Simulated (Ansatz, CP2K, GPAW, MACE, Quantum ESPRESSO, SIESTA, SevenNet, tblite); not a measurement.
# Running amorphous polyisobutylene (as short chains C10H22) at 400 K (64 atoms) with CP2K, part 3 of 3

How do the settings of CP2K change the result for amorphous polyisobutylene (as short chains C10H22) at 400 K (64 atoms)? A plane-wave run serves as the yardstick.

Program: CP2K 2026.2; the method stands at each step. Banners, paths, timers and routine set-up lines are dropped from the logs unmarked, and long logs keep their key lines alone; longer cuts are marked.

So far. Step 6 (PBEsol, PBE potentials, DZVP-MOLOPT-SR, 450/50 Ry, OT …): Against the first run (4.1 %), the force difference from the reference is 7.3 %, at 0.99 times the CPU time; the model has changed, so this is no error of the program alone. Step 7 (PBE+D3(BJ), DZVP-MOLOPT-SR, 450/50 Ry, OT CG): Against the first run (4.1 %), the force difference from the reference is 4.0 %, at 0.99 times the CPU time; the model has changed, so this is no error of the program alone.

## 8. PBE, DZVP-MOLOPT-SR, 450/50 Ry, diagonalisation

Method: Kohn-Sham DFT, PBE, GTH-PBE pseudopotentials, Gaussian and plane waves, DZVP-MOLOPT-SR-GTH, diagonalisation.

Input file input.inp:

```
&GLOBAL
  PROJECT cell
  RUN_TYPE ENERGY_FORCE
  PRINT_LEVEL LOW
&END GLOBAL
&FORCE_EVAL
  METHOD QS
  STRESS_TENSOR ANALYTICAL
  &DFT
    BASIS_SET_FILE_NAME BASIS_MOLOPT
    POTENTIAL_FILE_NAME GTH_POTENTIALS
    &MGRID
      CUTOFF 450
      REL_CUTOFF 50
    &END MGRID
    &QS
      EPS_DEFAULT 1.0E-12
    &END QS
    &SCF
      SCF_GUESS ATOMIC
      EPS_SCF 5.0E-06
      MAX_SCF 200
      ADDED_MOS 14
      &DIAGONALIZATION
        ALGORITHM STANDARD
      &END DIAGONALIZATION
      &SMEAR ON
        METHOD FERMI_DIRAC
        ELECTRONIC_TEMPERATURE [K] 580
      &END SMEAR
      &MIXING
        METHOD BROYDEN_MIXING
        ALPHA 0.3
        NBROYDEN 12
      &END MIXING
      &PRINT
        &RESTART OFF
        &END RESTART
      &END PRINT
    &END SCF
    &XC
      &XC_FUNCTIONAL PBE
      &END XC_FUNCTIONAL
    &END XC
    &PRINT
      &MULLIKEN ON
      &END MULLIKEN
      &HIRSHFELD ON
        SHAPE_FUNCTION DENSITY
      &END HIRSHFELD
      &MO ON
        EIGENVALUES T
        OCCUPATION_NUMBERS T
        MO_INDEX_RANGE 51 74
        &EACH
          QS_SCF 0
        &END EACH
        ADD_LAST NUMERIC
      &END MO
    &END PRINT
  &END DFT
  &SUBSYS
    &CELL
      A 8.31826 0.00000 0.00000
      B 0.00000 8.31826 0.00000
      C 0.00000 0.00000 8.31826
    &END CELL
    &TOPOLOGY
      COORD_FILE_NAME structure.xyz
      COORD_FILE_FORMAT XYZ
    &END TOPOLOGY
    &KIND C
      BASIS_SET DZVP-MOLOPT-SR-GTH-q4
      POTENTIAL GTH-PBE-q4
    &END KIND
    &KIND H
      BASIS_SET DZVP-MOLOPT-SR-GTH-q1
      POTENTIAL GTH-PBE-q1
    &END KIND
  &END SUBSYS
  &PRINT
    &FORCES ON
    &END FORCES
    &STRESS_TENSOR ON
    &END STRESS_TENSOR
  &END PRINT
&END FORCE_EVAL
```

Input file structure.xyz:

```xyz
64

[... 64 atom lines left out: the same atoms as in the first run ...]
```

Run with:

```sh
OMP_NUM_THREADS=2 cp2k.psmp -i input.inp > output.txt
```

Numbers of over 12 decimals in the logs are rounded to 6 here.

Log:

```text
CP2K| version string:                                       CP2K version 2026.2
 CP2K| Input file name                                                 input.inp
 GLOBAL| Basis set file name                                        BASIS_MOLOPT
 GLOBAL| Potential file name                                      GTH_POTENTIALS
[... lines left out ...]
 Number of electrons:                                                        124
[... lines left out ...]
  Step     Update method      Time    Convergence         Total energy    Change
[... lines left out ...]
  *** SCF run converged in    13 steps ***
[... lines left out ...]
  Fermi energy:                                                 0.116511
  Total energy:                                              -139.793464
  Total energy (extrapolated to T->0):                       -139.793464
[... lines left out ...]
 MO| E(Fermi):            0.116511 a.u.          3.170414 eV
[... lines left out ...]
 ENERGY| Total FORCE_EVAL ( QS ) energy [hartree]           -139.793412
[... lines left out ...]
 FORCES|      1 -2.89735721E-02  2.42738397E-02 -5.26899329E-02   6.48453252E-02
 FORCES|      2  8.96266373E-02  5.61767750E-03 -1.11120180E-02   9.04873989E-02
 FORCES|      3 -4.96255533E-02 -2.07363621E-02  5.37521793E-02   7.60393913E-02
[...]
FORCES|     63 -1.85392509E-02  1.62702968E-02 -1.38449023E-03   2.47051249E-02
 FORCES|     64  1.97741685E-02  3.60717537E-02  2.02685616E-02   4.58585187E-02
 FORCES| Sum    -3.40752674E-05 -5.61568404E-05  5.09878270E-05
 FORCES| Total atomic force                                       8.31533107E-05
 STRESS| Analytical stress tensor [bar]
 STRESS|                        x                   y                   z
 STRESS|      x        4.94830905239E+04  -7.40319005141E+02   1.13751316928E+04
 STRESS|      y       -7.40319005141E+02   4.33337211112E+04   1.36078579531E+04
 STRESS|      z        1.13751316928E+04   1.36078579531E+04   4.51644522998E+04
 STRESS| 1/3 Trace                                             4.59937546450E+04
```

Wall time 74 s (2 threads of Arm Neoverse V1, shared host); peak memory 1.2 GiB; 2.4 min of CPU time.

Numbers from this run, and their distance from the reference:

```
r.m.s. force component                           : 1.498 eV/Å
r.m.s. difference of force components            : 59.02 meV/Å
longest difference of force vectors              : 286.8 meV/Å
force difference over r.m.s. force               : 4.057 %
slope of forces against the reference's          : 1.029
correlation of force components                  : 0.9996
gap (highest filled to lowest empty level) : 7.151 eV
gap difference                                   : 1.769 eV
pressure                                         : 4.599 GPa
pressure difference                              : 0.2757 GPa
energy less the same-level run's                 : 0 meV/atom
r.m.s. force difference from the same-level run  : 0.028 meV/Å
```

Against the first run (4.1 %), the force difference from the reference is 4.1 %, at 0.33 times the CPU time (13 SCF steps against 66): another solver or mixer reaches the same state.

## 9. LDA, DZVP-MOLOPT-SR, 450/50 Ry, OT CG

Method: Kohn-Sham DFT, LDA, GTH-PADE pseudopotentials, Gaussian and plane waves, DZVP-MOLOPT-SR-GTH, orbital transformation.

Input file input.inp:

```
&GLOBAL
  PROJECT cell
  RUN_TYPE ENERGY_FORCE
  PRINT_LEVEL LOW
&END GLOBAL
&FORCE_EVAL
  METHOD QS
  STRESS_TENSOR ANALYTICAL
  &DFT
    BASIS_SET_FILE_NAME BASIS_MOLOPT
    POTENTIAL_FILE_NAME GTH_POTENTIALS
    &MGRID
      CUTOFF 450
      REL_CUTOFF 50
    &END MGRID
    &QS
      EPS_DEFAULT 1.0E-12
    &END QS
    &SCF
      SCF_GUESS ATOMIC
      EPS_SCF 1.0E-06
      MAX_SCF 30
      &OT
        MINIMIZER CG
        PRECONDITIONER FULL_ALL
        ENERGY_GAP 0.001
      &END OT
      &OUTER_SCF
        EPS_SCF 1.0E-06
        MAX_SCF 8
      &END OUTER_SCF
      &PRINT
        &RESTART OFF
        &END RESTART
      &END PRINT
    &END SCF
    &XC
      &XC_FUNCTIONAL PADE
      &END XC_FUNCTIONAL
    &END XC
    &PRINT
      &MULLIKEN ON
      &END MULLIKEN
      &HIRSHFELD ON
        SHAPE_FUNCTION DENSITY
      &END HIRSHFELD
      &MO_CUBES
        NHOMO 1
        NLUMO 4
        WRITE_CUBE F
      &END MO_CUBES
    &END PRINT
  &END DFT
  &SUBSYS
    &CELL
      A 8.31826 0.00000 0.00000
      B 0.00000 8.31826 0.00000
      C 0.00000 0.00000 8.31826
    &END CELL
    &COORD
      SCALED
      C 0.59360 0.16654 0.11106
      C 0.61641 0.22120 0.27984
      C 0.50005 0.18472 0.40307
      C 0.55768 0.22241 0.57876
      C 0.48849 0.00798 0.42325
      C 0.32421 0.24295 0.36152
      C 0.28289 0.42397 0.36809
      C 0.24125 0.47848 0.54228
      C 0.11966 0.44058 0.27762
      C 0.41408 0.54194 0.29701
      H 0.47243 0.18900 0.05234
      H 0.67130 0.22407 0.02038
      H 0.63382 0.04926 0.08281
      H 0.74052 0.16626 0.31069
      H 0.65606 0.34496 0.28493
      H 0.46881 0.18482 0.65986
      H 0.67043 0.18421 0.60976
      H 0.56588 0.35350 0.58919
      H 0.61614 0.96095 0.44010
      H 0.42951 0.94266 0.52310
[... 40 atom lines left out ...]
      H 0.64169 0.51177 0.96579
      H 0.82559 0.71577 0.58809
      H 0.64379 0.78583 0.66121
      H 0.67129 0.57145 0.64156
    &END COORD
    &KIND C
      BASIS_SET DZVP-MOLOPT-SR-GTH-q4
      POTENTIAL GTH-PADE-q4
    &END KIND
    &KIND H
      BASIS_SET DZVP-MOLOPT-SR-GTH-q1
      POTENTIAL GTH-PADE-q1
    &END KIND
  &END SUBSYS
  &PRINT
    &FORCES ON
    &END FORCES
    &STRESS_TENSOR ON
    &END STRESS_TENSOR
  &END PRINT
&END FORCE_EVAL
```

Log:

```text
CP2K| version string:                                       CP2K version 2026.2
 CP2K| Input file name                                                 input.inp
 GLOBAL| Basis set file name                                        BASIS_MOLOPT
 GLOBAL| Potential file name                                      GTH_POTENTIALS
[... lines left out ...]
  Total energy:                                              -139.572524
[... lines left out ...]
  Step     Update method      Time    Convergence         Total energy    Change
[... lines left out ...]
  *** SCF run converged in     4 steps ***
[... lines left out ...]
  Total energy:                                              -139.572549
[... lines left out ...]
  outer SCF loop converged in   2 iterations or   66 steps
[... lines left out ...]
 Fermi Energy [eV] :   -2.409900
[... lines left out ...]
 OT| Eigensolver reached convergence in 203 iterations
[... lines left out ...]
 ENERGY| Total FORCE_EVAL ( QS ) energy [hartree]           -139.572549
[... lines left out ...]
 FORCES|      1 -2.91222714E-02  2.76606248E-02 -3.99343801E-02   5.66389581E-02
 FORCES|      2  7.87793110E-02 -9.48914600E-05 -1.18434119E-02   7.96646424E-02
 FORCES|      3 -4.81066921E-02 -2.24799320E-02  5.24242939E-02   7.46184144E-02
[...]
FORCES|     63 -1.94840384E-02  1.81470963E-02 -1.71937218E-03   2.66814748E-02
 FORCES|     64  1.90391786E-02  3.46365049E-02  1.97890570E-02   4.42016354E-02
 FORCES| Sum     2.60051037E-05  4.87214575E-05  5.72408922E-06
 FORCES| Total atomic force                                       5.55230676E-05
 STRESS| Analytical stress tensor [bar]
 STRESS|                        x                   y                   z
 STRESS|      x        2.79340115203E+04   2.53728577435E+01   1.09116228392E+04
 STRESS|      y        2.53728577435E+01   1.96154506294E+04   1.38397265182E+04
 STRESS|      z        1.09116228392E+04   1.38397265182E+04   2.10444265496E+04
 STRESS| 1/3 Trace                                             2.28646295665E+04
```

Wall time 3.3 min (2 threads); peak memory 0.63 GiB.

Against the reference:

| Quantity | Value |
| --- | --- |
| r.m.s. force component | 1.478 eV/Å |
| r.m.s. difference of force components | 154.3 meV/Å |
| longest difference of force vectors | 576.6 meV/Å |
| force difference over r.m.s. force | 10.61 % |
| slope of forces against the reference's | 1.011 |
| correlation of force components | 0.9946 |
| gap (highest filled to lowest empty level) | 6.846 eV |
| gap difference | 1.464 eV |
| pressure | 2.287 GPa |
| pressure difference | -2.037 GPa |

Against the first run (4.1 %), the force difference from the reference is 11 %, at 0.91 times the CPU time; the model has changed, so this is no error of the program alone.

The difference per atom is largest on C (0.41 eV/Å on average, against 0.090 on H).

## 10. PBE, DZVP-MOLOPT-SR, 315/50 Ry, OT CG

Method: Kohn-Sham DFT, PBE, GTH-PBE pseudopotentials, Gaussian and plane waves, DZVP-MOLOPT-SR-GTH, orbital transformation.

input.inp, as its differences from that of step 9:

```diff
@@ -12,3 +12,3 @@
     &MGRID
-      CUTOFF 450
+      CUTOFF 315
       REL_CUTOFF 50
@@ -37,3 +37,3 @@
     &XC
-      &XC_FUNCTIONAL PADE
+      &XC_FUNCTIONAL PBE
       &END XC_FUNCTIONAL
@@ -59,9 +59,9 @@
     &END CELL
-    &COORD
-      SCALED
-[... 64 atom lines left out: the same atoms as in the first run ...]
-    &END COORD
+    &TOPOLOGY
+      COORD_FILE_NAME structure.xyz
+      COORD_FILE_FORMAT XYZ
+    &END TOPOLOGY
     &KIND C
       BASIS_SET DZVP-MOLOPT-SR-GTH-q4
-      POTENTIAL GTH-PADE-q4
+      POTENTIAL GTH-PBE-q4
     &END KIND
@@ -69,3 +69,3 @@
       BASIS_SET DZVP-MOLOPT-SR-GTH-q1
-      POTENTIAL GTH-PADE-q1
+      POTENTIAL GTH-PBE-q1
     &END KIND
```

structure.xyz is that of step 8.

Log:

```text
CP2K| version string:                                       CP2K version 2026.2
 CP2K| Input file name                                                 input.inp
 GLOBAL| Basis set file name                                        BASIS_MOLOPT
 GLOBAL| Potential file name                                      GTH_POTENTIALS
 GLOBAL| Run type                                                   ENERGY_FORCE
 GLOBAL| Total number of message passing processes                             1
 GLOBAL| Number of threads for this process                                    2
 TOTAL NUMBERS AND MAXIMUM NUMBERS
  Total number of            - Atomic kinds:                                   2
                             - Atoms:                                         64
[... lines left out ...]
 Number of electrons:                                                        124
[... lines left out ...]
  Step     Update method      Time    Convergence         Total energy    Change
[... lines left out ...]
  Total energy:                                              -139.793463
[... lines left out ...]
  Step     Update method      Time    Convergence         Total energy    Change
[... lines left out ...]
  *** SCF run converged in     4 steps ***
[... lines left out ...]
  Total energy:                                              -139.793481
[... lines left out ...]
  outer SCF loop converged in   2 iterations or   66 steps
[... lines left out ...]
  Total Charge                                                           -0.000
 !-----------------------------------------------------------------------------!
  Eigenvalues of the occupied subspace spin            1
      -0.62661912     -0.61949859     -0.58867413     -0.58174909
      -0.53195337     -0.52552319     -0.48056503     -0.47875340
      -0.47603818     -0.47027761     -0.46408231     -0.46049103
[...]
-0.11442071     -0.11225209     -0.10462063     -0.10163604
      -0.08817334     -0.08518283
 Fermi Energy [eV] :   -2.317943
  Using OT eigensolver for additional unoccupied orbitals spin            1
  Lowest Eigenvalues of the unoccupied subspace spin            1
 OT| Eigensolver reached convergence in 215 iterations
       0.17761613      0.19773023      0.20184499      0.21459682
 HOMO - LUMO gap [eV] :    7.151124
 ENERGY| Total FORCE_EVAL ( QS ) energy [hartree]           -139.793481
 FORCES| Atomic forces [hartree/bohr]
 FORCES|   Atom     x               y               z               |f|
 FORCES|      1 -2.90641411E-02  2.43090776E-02 -5.26842865E-02   6.48944496E-02
 FORCES|      2  8.95810659E-02  5.77975185E-03 -1.13649599E-02   9.04838948E-02
 FORCES|      3 -4.96373354E-02 -2.05242343E-02  5.34950624E-02   7.58078555E-02
[...]
FORCES|     63 -1.85445772E-02  1.62613326E-02 -1.38519842E-03   2.47032600E-02
 FORCES|     64  1.97780512E-02  3.60722057E-02  2.02601526E-02   4.58568328E-02
 FORCES| Sum    -1.04125685E-03  1.19987227E-03 -5.29881985E-04
 FORCES| Total atomic force                                       1.67471915E-03
 STRESS| Analytical stress tensor [bar]
 STRESS|                        x                   y                   z
 STRESS|      x        4.94983648913E+04  -7.39332585805E+02   1.13763100790E+04
 STRESS|      y       -7.39332585805E+02   4.33475436170E+04   1.36081002370E+04
 STRESS|      z        1.13763100790E+04   1.36081002370E+04   4.51906365540E+04
 STRESS| 1/3 Trace                                             4.60121816874E+04
```

Wall time 3.6 min (2 threads); peak memory 0.48 GiB; 7 min of CPU time.

Numbers from this run, and their distance from the reference:

* r.m.s. force component: 1.498 eV/Å
* r.m.s. difference of force components: 58.52 meV/Å
* longest difference of force vectors: 283.3 meV/Å
* force difference over r.m.s. force: 4.022 %
* slope of forces against the reference's: 1.029
* correlation of force components: 0.9996
* gap (highest filled to lowest empty level): 7.151 eV
* gap difference: 1.769 eV
* pressure: 4.601 GPa
* pressure difference: 0.2775 GPa
* energy less the same-level run's: -0.029 meV/atom
* r.m.s. force difference from the same-level run: 5.433 meV/Å

Against the first run (4.1 %), the force difference from the reference is 4.0 %, at 0.99 times the CPU time: the change moves forces by 5.4 meV/Å r.m.s., so most of the difference comes from elsewhere.

## 11. All runs compared

Differences are against the plane-wave reference, forces as r.m.s. over components; share is that over the reference's r.m.s. force, slope the least-squares factor from reference forces to these. Total energies of different programs have different zeros and aren't compared.

| run | Δ force, r.m.s. (meV/Å) | share (%) | slope | Δ pressure (GPa) | Δ gap (eV) | cores | CPU time | memory (GiB) |
| --- | --- | --- | --- | --- | --- | --- | --- | --- |
| reference | - | - | - | - | - | 1 | 45 s | 0.63 |
| CP2K PBE, DZVP-MOLOPT-SR, 450/50 Ry, OT CG | 59.0 | 4.06 | 1.029 | 0.276 | 1.77 | 2 | 7.1 min | 0.67 |
| CP2K GFN1-xTB, OT DIIS | 191 | 13.1 | 0.996 | -1.86 | - | 1 | 2 s | 0.3 |
| CP2K PBE, TZVP-UZH, 450/50 Ry, OT CG | 30.9 | 2.12 | 1.016 | 0.522 | 0.763 | 4 | 6.2 min | 1.3 |
| CP2K PBE, DZVP-MOLOPT-SR, 450/20 Ry, OT CG (coarse) | 59.6 | 4.10 | 1.029 | 0.291 | 1.76 | 2 | 5.4 min | 0.67 |
| CP2K PBEsol, PBE potentials, DZVP-MOLOPT-SR, 450/50 Ry, OT CG | 106 | 7.27 | 1.036 | 0.184 | 1.71 | 2 | 7 min | 0.67 |
| CP2K PBE+D3(BJ), DZVP-MOLOPT-SR, 450/50 Ry, OT CG | 58.2 | 4.00 | 1.028 | -0.530 | 1.77 | 2 | 7 min | 0.71 |
| CP2K PBE, DZVP-MOLOPT-SR, 450/50 Ry, diagonalisation | 59.0 | 4.06 | 1.029 | 0.276 | 1.77 | 2 | 2.4 min | 1.2 |
| CP2K LDA, DZVP-MOLOPT-SR, 450/50 Ry, OT CG | 154 | 10.6 | 1.011 | -2.04 | 1.46 | 2 | 6.5 min | 0.63 |
| CP2K PBE, DZVP-MOLOPT-SR, 315/50 Ry, OT CG (coarse) | 58.5 | 4.02 | 1.029 | 0.278 | 1.77 | 2 | 7 min | 0.48 |

Rows marked coarse were listed beforehand as settings not expected to be converged; some can still land near the reference.

CPU time is summed over cores on a shared host, where runs went side by side, so it is rough. Symmetry, cutoffs, thresholds, outputs and thread counts weren't matched or tuned between programs; memory under MPI is the largest rank's times the ranks.

Mean charges by element (e), by run and scheme:

| run | scheme | C | H |
| --- | --- | --- | --- |
| CP2K PBE, DZVP-MOLOPT-SR, 450/50 Ry, OT CG | Mulliken | -0.16 | +0.07 |
| CP2K PBE, DZVP-MOLOPT-SR, 450/50 Ry, OT CG | Hirshfeld | -0.08 | +0.04 |
| CP2K GFN1-xTB, OT DIIS | Mulliken | -0.06 | +0.03 |
| CP2K PBE, TZVP-UZH, 450/50 Ry, OT CG | Mulliken | -0.12 | +0.05 |
| CP2K PBE, TZVP-UZH, 450/50 Ry, OT CG | Hirshfeld | -0.08 | +0.04 |
| CP2K PBEsol, PBE potentials, DZVP-MOLOPT-SR, 450/50 Ry, OT CG | Mulliken | -0.19 | +0.09 |
| CP2K PBEsol, PBE potentials, DZVP-MOLOPT-SR, 450/50 Ry, OT CG | Hirshfeld | -0.09 | +0.04 |
| CP2K PBE+D3(BJ), DZVP-MOLOPT-SR, 450/50 Ry, OT CG | Mulliken | -0.16 | +0.07 |
| CP2K PBE+D3(BJ), DZVP-MOLOPT-SR, 450/50 Ry, OT CG | Hirshfeld | -0.08 | +0.04 |
| CP2K PBE, DZVP-MOLOPT-SR, 450/50 Ry, diagonalisation | Mulliken | -0.16 | +0.07 |
| CP2K PBE, DZVP-MOLOPT-SR, 450/50 Ry, diagonalisation | Hirshfeld | -0.08 | +0.04 |
| CP2K LDA, DZVP-MOLOPT-SR, 450/50 Ry, OT CG | Mulliken | -0.22 | +0.10 |
| CP2K LDA, DZVP-MOLOPT-SR, 450/50 Ry, OT CG | Hirshfeld | -0.09 | +0.04 |
| CP2K PBE, DZVP-MOLOPT-SR, 315/50 Ry, OT CG | Mulliken | -0.16 | +0.07 |
| CP2K PBE, DZVP-MOLOPT-SR, 315/50 Ry, OT CG | Hirshfeld | -0.08 | +0.04 |

Within one program, basis, potentials and functional, energies share a zero. Each run against its twin at the usual cutoff or grid and solver:

| run | twin | Δ energy (meV/atom) | Δ force, r.m.s. (meV/Å) | CPU time over the twin's |
| --- | --- | --- | --- | --- |
| CP2K PBE, DZVP-MOLOPT-SR, 450/20 Ry, OT CG | DZVP-MOLOPT-SR, 450/50 Ry, OT CG | -0.0104 | 6.68 | 0.76 |
| CP2K PBE, DZVP-MOLOPT-SR, 450/50 Ry, diagonalisation | DZVP-MOLOPT-SR, 450/50 Ry, OT CG | 0 | 0.028 | 0.33 |
| CP2K PBE, DZVP-MOLOPT-SR, 315/50 Ry, OT CG | DZVP-MOLOPT-SR, 450/50 Ry, OT CG | -0.029 | 5.43 | 0.99 |

Further runs of this program without a result: CP2K PBE, TZVP-MOLOPT, 450/50 Ry, OT CG (cut off at its time limit); CP2K PBE0 with truncated exchange and ADMM, PBE0 potentials, DZVP-UZH, 450/50 Ry, OT DIIS (cut off at its time limit).

## 12. Results

| Item | Value |
| --- | --- |
| nearest in forces | CP2K PBE, TZVP-UZH, 450/50 Ry, OT CG, 2.1 % |
| its CPU time | 6.2 min |

The PBE runs in local orbitals, coarse settings apart, differ by 2.1 % (CP2K PBE, TZVP-UZH, 450/50 Ry, OT CG) to 4.1 % (CP2K PBE, DZVP-MOLOPT-SR, 450/50 Ry, diagonalisation); basis, grid and potentials can all enter. Tight binding differs by 13 % (CP2K GFN1-xTB, OT DIIS); it is another model, with fitted parameters of its own, and the xTB methods hold dispersion. Rows with another functional or a dispersion term differ by 4.0 % (CP2K PBE+D3(BJ), DZVP-MOLOPT-SR, 450/50 Ry, OT CG) to 11 % (CP2K LDA, DZVP-MOLOPT-SR, 450/50 Ry, OT CG), which mixes the change of model with differences of basis and potentials, some of them made for another functional. Runs with settings chosen to be coarse differ by 4.0 % (CP2K PBE, DZVP-MOLOPT-SR, 315/50 Ry, OT CG) to 4.1 % (CP2K PBE, DZVP-MOLOPT-SR, 450/20 Ry, OT CG), their programs' other errors included. One electronic-structure run takes under half the reference's CPU time: CP2K GFN1-xTB, OT DIIS, at 13 % in 2 s against 45 s; its pressure misses by -1.9 GPa. At the same functional, gaps differ from the reference's 5.38 eV by between +0.76 and +1.77 eV. A likely cause of the wide gaps: compact atomic orbitals describe empty levels worse than filled ones. Charges hang on model, scheme and program or settings: among these rows the mean for C runs from -0.22 to -0.06 e. Periodic xTB results under one method name differ between programs and library versions. The reference's pressure holds the uncorrected Pulay stress of its 45 Ry basis, so small pressure differences, and their order, may be the reference's own error. The network of contacts between molecules at the start is that of the classical potential that made the cell, and needn't be the one that DFT or experiment would give. The reference's PBE has no dispersion term, which matters for the binding between molecules or layers. The electronic-structure runs sample only Γ, in a cell whose shortest periodic width is 8 Å.

[Also dropped from logs without a mark: logging warnings of Python, and SIESTA's first energy breakdown and zero terms.]

[Logs are printed without paths, hosts, clocks, repeated set-up lines and the standing remarks that a program may print on its own settings, such as how far it seeks lower states.]

[Hosts, paths, dates, database ids (printed as entryN), source tags and the programs' standing remarks are cut or masked in the printed files.]
